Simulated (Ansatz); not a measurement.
# Series on liquid (Cs,Na)I, by temperature

How do cells made at different temperatures differ in energy, pressure, forces, levels, charges and cost?

Computed with Ansatz 0.2.0: Kohn-Sham DFT, PBE, PAW (set soft_2, large core). Every run is a single point, with the atoms held where the recipe put them (cutoff of the plane-wave runs 420 eV, fixed occupations).

First member: 70 atoms (13 Cs, 22 Na, 35 I) placed at random at 2.98 g/cm³, melted at 1600 K for 10 ps at fixed volume with the Lennard-Jones and Coulomb ion parameters for SPC/E (Joung and Cheatham, J. Phys. Chem. B 112, 9020 (2008)), full charges. Snapshot at the end of a hold of 15 ps at 1200 K and zero pressure.

Last member: 70 atoms (13 Cs, 22 Na, 35 I) placed at random at 2.98 g/cm³, melted at 1600 K for 10 ps at fixed volume with the Lennard-Jones and Coulomb ion parameters for SPC/E (Joung and Cheatham, J. Phys. Chem. B 112, 9020 (2008)), full charges. Snapshot at the end of a hold of 15 ps at 1500 K and zero pressure.

The members:

| temperature (K) | reduced formula | atoms | valence electrons | k-mesh | basis | density (g/cm³) |
| --- | --- | --- | --- | --- | --- | --- |
| 1200 | Cs13Na22I35 | 70 | 560 | 1×1×1 | plane waves | 2.59 |
| 1400 | Cs13Na22I35 | 70 | 560 | 1×1×1 | plane waves | 2.22 |
| 1500 | Cs13Na22I35 | 70 | 560 | 1×1×1 | plane waves | 1.99 |

Each cell is one sample from a classical run, so sample-to-sample scatter enters every column; pressures lack the kinetic term.

The input of the first member, without its atom lines; other members have their own cell and atoms, and may differ in mesh, basis and outputs:

```yaml
crystal:
  lattice:
    - [16.23577, 0.0, 0.0]
    - [0.0, 16.23577, 0.0]
    - [0.0, 0.0, 16.23577]
  atoms:
    [... 70 lines ...]
kpoints:
  mp_grid: { grid: [1, 1, 1] }
hamiltonian:
  xc: pbe
  pseudopotentials: { kind: paw, core: large }
scf:
  occupations: { method: fixed }
output:
  forces: true
  stress: true
  populations: true
  dos:
    method: { smearing: { sigma: 0.15 } }
    de: 0.1
    projected: { site_lists: { Cs: [Cs], I: [I], Na: [Na] } }
  eigenvalues: true
  write_density: true
  write_potential: true
  volumetric_format: npy
```

Predict the trends along the series.

Results; charges are mean Löwdin charges in e:

| temperature (K) | energy less the first member's (meV/atom) | pressure (GPa) | r.m.s. force (eV/Å) | gap (eV) | q(Na) | q(I) | q(Cs) |
| --- | --- | --- | --- | --- | --- | --- | --- |
| 1200 | 0.0 | -0.0193 | 0.275 | 1.97 | +0.67 | -0.66 | +0.78 |
| 1400 | 46.9 | 0.168 | 0.426 | 2.17 | +0.69 | -0.67 | +0.80 |
| 1500 | 86.5 | -0.145 | 0.330 | 2.00 | +0.70 | -0.68 | +0.80 |

The gap is that between the highest filled and lowest empty Kohn-Sham level on the run's k-points; tail or defect levels can set it. The projection misses up to 0.029 e an atom, so the charges add up to more than the cell's charge.

Cost on 8 threads of Intel Xeon Platinum 8488C (Sapphire Rapids), shared host:

| temperature (K) | atoms | basis | k-mesh | SCF cycles | time | host memory (GiB) |
| --- | --- | --- | --- | --- | --- | --- |
| 1200 | 70 | plane waves | 1×1×1 | 10 | 20 s | 4.8 |
| 1400 | 70 | plane waves | 1×1×1 | 11 | 23 s | 5.4 |
| 1500 | 70 | plane waves | 1×1×1 | 11 | 26 s | 5.8 |

Times include the outputs that each run asked for, on hosts shared with other jobs.

The energy against the first member goes steadily from 0.0 meV/atom at 1200 to 86.5 meV/atom at 1500 K; each member is a single configuration. The gap is lowest at 1200 K (1.97 eV) and highest at 1400 K (2.17 eV), with no steady trend; in single samples it varies with the configuration. The density spans 1.99 to 2.59 g/cm³, so the columns mix its effect with that of the temperature. The pressure is lowest at 1500 K (-0.15 GPa) and highest at 1400 K (0.17 GPa), with no steady trend. The r.m.s. force is lowest at 1200 K (0.28 eV/Å) and highest at 1400 K (0.43 eV/Å), with no steady trend.

Caveats: Spin–orbit coupling is left out, which matters for the levels of the heavy elements. The network of bonds at the start is that of the classical potential that made the cell, and needn't be the one that DFT or experiment would give. The ion parameters were fitted for water, not for melts, so the density of this cell may lie well off the real melt's. The cells aren't relaxed by DFT, which could reorder their energies.

[Logs are printed without paths, hosts, clocks, repeated set-up lines and the standing remarks that a program may print on its own settings, such as how far it seeks lower states.]

[Hosts, paths, dates, database ids (printed as entryN), source tags and the programs' standing remarks are cut or masked in the printed files.]
